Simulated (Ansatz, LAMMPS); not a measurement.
# Relaxing amorphous carbon (106 atoms)

How does amorphous carbon (106 atoms) relax, and what do bonds, charges and levels look like afterwards?

Program: Ansatz 0.2.0. Level of theory: Kohn-Sham DFT, PBE, PAW (set soft_2), plane waves. Results are calculated unless marked as measured.

### 1. Starting point

The cell holds 106 atoms: 106 C. Cell: a = 10.737 Å, b = 10.737 Å, c = 10.737 Å, α = 90.0°, β = 90.0°, γ = 90.0°. 106 atoms (106 C) placed at random at 1.71 g/cm³, melted at 6000 K for 10 ps at fixed volume with the LCBOP (Los and Fasolino, Phys. Rev. B 68, 024107 (2003)). Quenched from 6000 K to 100 K at 500 K/ps and fixed volume, held 5 ps, then minimised at fixed cell.

What the set-up can't give: The quench rate of 500 K/ps is orders of magnitude faster than experiment, which tends to freeze in extra defects. The starting topology of bonds comes from the classical model. The Brillouin zone is sampled at Γ only, in a cell whose shortest periodic width is 11 Å.

### 2. Single point at the start

The forces at the start show how far the geometry lies from a minimum of this functional.

input.yaml reads:

```yaml
crystal:
  lattice:
    - [10.737, 0.0, 0.0]
    - [0.0, 10.737, 0.0]
    - [0.0, 0.0, 10.737]
  atoms:
    - { symbol: C, position: [0.68092, 0.9665, 0.69764] }
    - { symbol: C, position: [0.95815, 0.34392, 0.3778] }
    - { symbol: C, position: [0.70664, 0.1126, 0.47028] }
    - { symbol: C, position: [0.47444, 0.7749, 0.02686] }
    [... 96 atom lines left out ...]
    - { symbol: C, position: [0.06291, 0.3408, 0.15042] }
    - { symbol: C, position: [0.06852, 0.1603, 0.29076] }
    - { symbol: C, position: [0.0099, 0.31574, 0.0274] }
    - { symbol: C, position: [0.40747, 0.49375, 0.15433] }
    - { symbol: C, position: [0.91404, 0.74085, 0.29674] }
    - { symbol: C, position: [0.47148, 0.08921, 0.88145] }
kpoints:
  mp_grid: { grid: [1, 1, 1] }
hamiltonian:
  xc: pbe
scf:
  occupations: { method: gaussian, width: 0.05 }
output:
  forces: true
  stress: true
  populations: intrinsic
  dos:
    method: { smearing: { sigma: 0.08 } }
    de: 0.1
    projected: { site_lists: { C: [C] } }
  eigenvalues: true
```

Command:

```console
$ ansatz run input.yaml --threads 4 --pin off --max-ram 8192MiB --backend cpu --events-out ev --progress --plain --runs-dir out
```

Elapsed: 17 s, on 4 threads of Arm Neoverse V2, shared host; peak memory 1.4 GiB; 65 s of CPU time.

Numbers from this run:

```
free energy                             : -26482.3372 eV
free energy per atom                    : -249.8334 eV/atom
SCF cycles                              : 16
pressure                                : -14.41 GPa
r.m.s. force component                  : 1.208 eV/Å
longest force                           : 5.378 eV/Å
Fermi energy                            : 3.94 eV
levels partly filled by over 2 per cent : 4
```

The r.m.s. force component of 1.2 eV/Å and the pressure of -14 GPa set the starting point.

Neighbours are counted within 1.85 Å (C-C).

Length of the force by element and coordination:

```
element  coordination  atoms  mean length of the force (eV/Å)  spread  least  most
      C           all    106                             1.84    1.01  0.212  5.38
      C             1      1                             1.35       0   1.35  1.35
      C             2     18                             2.10    1.46  0.688  5.38
      C             3     87                             1.79   0.876  0.212  3.90
```

### 3. Relaxation

The atoms are relaxed in the fixed cell, aiming at the force tolerance of the input.

input.yaml, the sections that differ from step 2:

```yaml
output:
  forces: true
relax:
  f_tol: 0.03
  max_steps: 200
# crystal, kpoints, hamiltonian, scf: as in step 2
```

Run time: 5.5 min. Hardware: 4 threads; peak memory 1.3 GiB; 21 min of CPU time.

The steps of the relaxation (22 of 53):

```
step  energy less that of the first step (eV)  largest force component (eV/Å)
   1                                   0.0000                          4.6738
   3                                  -7.7565                          1.4678
   6                                 -11.0403                          1.4805
   8                                 -13.0982                          1.9886
  11                                 -15.9430                          2.5621
  13                                 -17.5807                          1.9787
  16                                 -19.6046                          1.3396
  18                                 -19.8398                          0.3387
  21                                 -19.9241                          0.1835
  23                                 -20.0401                          0.6952
  26                                 -20.2000                          0.3015
  28                                 -20.2203                          0.2179
  31                                 -20.2395                          0.1070
  33                                 -20.2439                          0.0735
  36                                 -20.2534                          0.1652
  38                                 -20.2593                          0.1137
  41                                 -20.2725                          0.2557
  43                                 -20.5514                          0.7687
  46                                 -20.6092                          1.4450
  48                                 -20.6621                          0.1470
  51                                 -20.6653                          0.0445
  53                                 -20.6657                          0.0190
```

Relaxation steps 17, 44 were tried and not accepted.

The atoms that moved most (Å):

```
atom      dx      dy      dz  length
 C67  -0.562   1.827  -1.613   2.501
  C8   0.437  -1.008   0.421   1.176
C106  -0.896   0.534   0.220   1.066
 C30  -0.319   0.668  -0.432   0.857
  C4   0.739   0.362  -0.191   0.845
C104  -0.590   0.433  -0.169   0.751
 C66  -0.596   0.286   0.236   0.702
 C24  -0.273  -0.051  -0.546   0.612
```

The relaxation changed the energy by -195 meV/atom, and atoms moved by 0.44 Å r.m.s., 2.5 Å at most.

### 4. Structure statistics after relaxation

Bonds before and after, by the cutoffs listed below:

```
pair  bonds before  bonds after  mean before (Å)  mean after (Å)  spread before (Å)  spread after (Å)
 C-C           149          156            1.472           1.475              0.062             0.083
```

Density 1.71 g/cm³, 11.68 Å³ an atom.

Pair distribution function in bins of 0.1 Å:

```
r (Å)  total
 1.15   0.00
 1.25   0.54
 1.35   1.80
 1.45   6.71
 1.55   3.05
 1.65   0.46
 1.75   0.12
 1.85   0.00
 1.95   0.00
 2.05   0.04
 2.15   0.08
 2.25   0.10
 2.35   1.64
 2.45   1.84
 2.55   1.70
 2.65   1.67
 2.75   1.23
 2.85   0.87
 2.95   0.54
 3.05   0.62
 3.15   0.72
 3.25   0.82
 3.35   0.55
 3.45   0.89
 3.55   1.02
 3.65   1.09
 3.75   1.07
 3.85   1.32
 3.95   1.12
 4.05   1.02
 4.15   0.87
 4.25   1.10
 4.35   1.04
 4.45   1.01
 4.55   1.00
 4.65   0.96
 4.75   1.12
 4.85   1.11
 4.95   1.12
 5.05   1.21
 5.15   1.06
 5.25   1.20
 5.35   0.94
```

Bonds by pair of elements; cutoffs follow the first minimum of g(r), held within bounds set by covalent radii, and pairs that aren't listed don't count as bonded:

```
pair A-B  cutoff (Å)  bonds  mean length (Å)  spread (Å)  shortest (Å)  B about A  A about B
     C-C        1.85    156             1.48       0.083          1.25       2.94       2.94
```

How many atoms have how many bonded neighbours:

```
element  mean   2   3  4
      C  2.94  14  84  8
```

Bond angles, per cent of each kind in bins of 5°:

```
angle (°)  C-C-C
    50–55    0.3
    55–60    0.3
    60–65    1.3
    65–70    0.0
    70–75    0.0
    75–80    0.3
    80–85    0.3
    85–90    1.0
    90–95    0.6
   95–100    2.2
  100–105    6.0
  105–110   10.8
  110–115   16.6
  115–120   15.6
  120–125   12.1
  125–130   11.5
  130–135    7.0
  135–140    6.0
  140–145    1.0
  145–150    2.2
  150–155    1.0
  155–160    1.6
  160–165    0.6
  165–170    0.6
  170–175    0.6
  175–180    0.3
```

Bond angles (no mean is given where the spread exceeds 20°):

```
angle  count  mean (°)  spread (°)
C-C-C    314       120          17
```

Bond length by coordination (bonds to H left out):

```
element  coordination  atoms  mean bond length (Å)
      C             2     14                  1.34
      C             3     84                  1.47
      C             4      8                  1.59
```

Rings of the network by King's shortest-path rule, up to 12 atoms, one path for each pair of neighbours; H, halogens, alkali and alkaline-earth atoms are left out, and the last column divides by all other atoms, bonded or not:

```
ring size (atoms)  rings  per network atom
                3      2             0.019
                4      2             0.019
                5      8             0.075
                6      7             0.066
                7     10             0.094
                8     11             0.104
                9      9             0.085
               10     16             0.151
               11      9             0.085
               12      9             0.085
```

By these cutoffs 79 % of C atoms have 3 bonded neighbours. The C-C-C angle averages 120° with a spread of 17°. Read as hybridisation, 8 % of the carbon is sp3 and 79 % sp2. Bonds at C atoms with 2 neighbours average 1.34 Å, against 1.59 Å at those with 4. Rings of 10 atoms are the most common (19 % of those counted); sizes run from 3 to 12, where the search stops.

### 5. Single point at the relaxed geometry

One more single point at the end of the walk gives the fuller output and checks the residual forces.

input.yaml reads:

```yaml
crystal:
  lattice:
    - [10.737, 0.0, 0.0]
    - [0.0, 10.737, 0.0]
    - [0.0, 0.0, 10.737]
  atoms:
    - { symbol: C, position: [0.67814, 0.95278, 0.70536] }
    - { symbol: C, position: [0.97958, 0.33941, 0.38345] }
    - { symbol: C, position: [0.72735, 0.09773, 0.5173] }
    - { symbol: C, position: [0.54326, 0.8086, 0.00904] }
    [... 96 atom lines left out ...]
    - { symbol: C, position: [0.0625, 0.32995, 0.12325] }
    - { symbol: C, position: [0.09166, 0.1547, 0.29072] }
    - { symbol: C, position: [0.0091, 0.3099, 0.01341] }
    - { symbol: C, position: [0.3525, 0.53404, 0.13862] }
    - { symbol: C, position: [0.90858, 0.72494, 0.28814] }
    - { symbol: C, position: [0.388, 0.13894, 0.90198] }
kpoints:
  mp_grid: { grid: [1, 1, 1] }
hamiltonian:
  xc: pbe
scf:
  occupations: { method: gaussian, width: 0.05 }
output:
  forces: true
  stress: true
  populations: true
  dos:
    method: { smearing: { sigma: 0.1 } }
    de: 0.1
    projected: { site_lists: { C: [C] } }
  eigenvalues: true
  write_density: true
  write_potential: true
  volumetric_format: npy
  elf: true
```

Elapsed: 21 s, on 4 threads; peak memory 1.3 GiB; 79 s of CPU time.

The program notes that the exchange-correlation potential is rough where the density is thin.

The run gave:

* free energy: -26503.0028 eV
* free energy per atom: -250.0283 eV/atom
* SCF cycles: 18
* pressure: -10.51 GPa
* r.m.s. force component: 0.00389 eV/Å
* longest force: 0.02364 eV/Å
* Fermi energy: 4.061 eV
* gap (highest filled to lowest empty level): 0.2239 eV
* spilling of the projection: 0.009878

The mean of these charges, 0.040 e, is only the charge that the projection spills.

Löwdin charges by element and coordination (they lack the spilled electrons, 0.040 e an atom on average):

```
element  coordination  atoms  mean charge (e)  spread    least   most
      C           all    106           0.0395  0.0374  -0.0757  0.165
      C             2     14           0.0426  0.0489  -0.0757  0.133
      C             3     84           0.0375  0.0362  -0.0498  0.165
      C             4      8           0.0553  0.0152   0.0322  0.079
```

Density of states as counts of states in windows of 1 eV (from the Fermi level), total and the larger projections:

```
from (eV)  to (eV)  total   C p  C s
      -14      -13   14.4   7.3  6.9
      -13      -12   16.7   9.5  7.0
      -12      -11   18.0  11.6  6.2
      -11      -10   20.1  14.5  5.3
      -10       -9   22.6  18.2  4.1
       -9       -8   21.3  18.5  2.6
       -8       -7   31.1  28.1  2.6
       -7       -6   36.3  33.8  2.2
       -6       -5   35.2  33.4  1.6
       -5       -4   27.3  26.1  1.1
       -4       -3   25.2  24.2  0.9
       -3       -2   24.5  23.6  0.8
       -2       -1   22.6  21.8  0.7
       -1        0   20.2  19.1  1.0
        0        1   19.8  18.6  0.9
        1        2   20.2  18.7  1.0
        2        3   18.0  16.2  1.1
        3        4   20.3  17.6  1.7
        4        5   22.7  17.3  2.3
```

Between -20 and -14 eV lie 89 more states.

The levels nearest the highest filled one (over half full), pooled over k-points and spins:

```
level less the highest filled one (eV)  occupation
                                -0.464           2
                                -0.355           2
                                -0.230           2
                                -0.148           2
                                -0.123           2
                                     0        2.00
                                 0.224       0.002
                                 0.266           0
                                 0.345           0
                                 0.411           0
                                 0.541           0
                                 0.656           0
```

Löwdin charges run from -0.08 to +0.17 e, about a mean that is the spilled charge alone. Within 0.4 eV of the Fermi level the largest share is C p (95 % of the projected weight).

1 further run on a deliberately doubtful input is not shown.

### 6. What came out

| Property | Result |
| --- | --- |
| energy change in the relaxation | -195 meV/atom |
| r.m.s. displacement | 0.438 Å |
| largest displacement | 2.501 Å |
| free energy per atom | -250.0283 eV/atom |
| pressure | -10.51 GPa |
| r.m.s. force component | 0.00389 eV/Å |
| gap (highest filled to lowest empty level) | 0.2239 eV |
| wall time of the 4 DFT runs, those left out included | 7.3 min |

In words: Relaxation lowers the energy by 195 meV/atom and moves atoms by 0.44 Å r.m.s.; the r.m.s. force component goes from 1.2 to 0.0039 eV/Å, the pressure goes from -14 to -11 GPa. By the final cutoffs 1 of 149 bonded pairs parted and 8 joined. First to last step the energy falls by 20.666 eV; the largest move, 2.50 Å, is that of C67. The C-C bonds go from 1.472 Å (spread 0.062) to 1.475 Å (spread 0.083), and their number from 149 to 156. By these cutoffs 79 % of C atoms have 3 bonded neighbours. Read as hybridisation, 8 % of the carbon is sp3 and 79 % sp2. Between filled and empty levels lie 0.224 eV (at Γ alone); a semilocal functional tends to put such gaps too low. In a disordered cell it changes from sample to sample, and tail or defect levels can set it.

Caveats: The starting topology of bonds comes from the classical model; in DFT 1 of its 149 bonded pairs passed out of the cutoffs and 8 came within them. The stress is far from hydrostatic: its diagonal is -14.7, -7.0, -9.9 GPa, compression counted positive. The pressure of -11 GPa shows the cell to be stretched for this functional.

[Logs are printed without paths, hosts, clocks, repeated set-up lines and the standing remarks that a program may print on its own settings, such as how far it seeks lower states.]

[Hosts, paths, dates, database ids (printed as entryN), source tags and the programs' standing remarks are cut or masked in the printed files.]
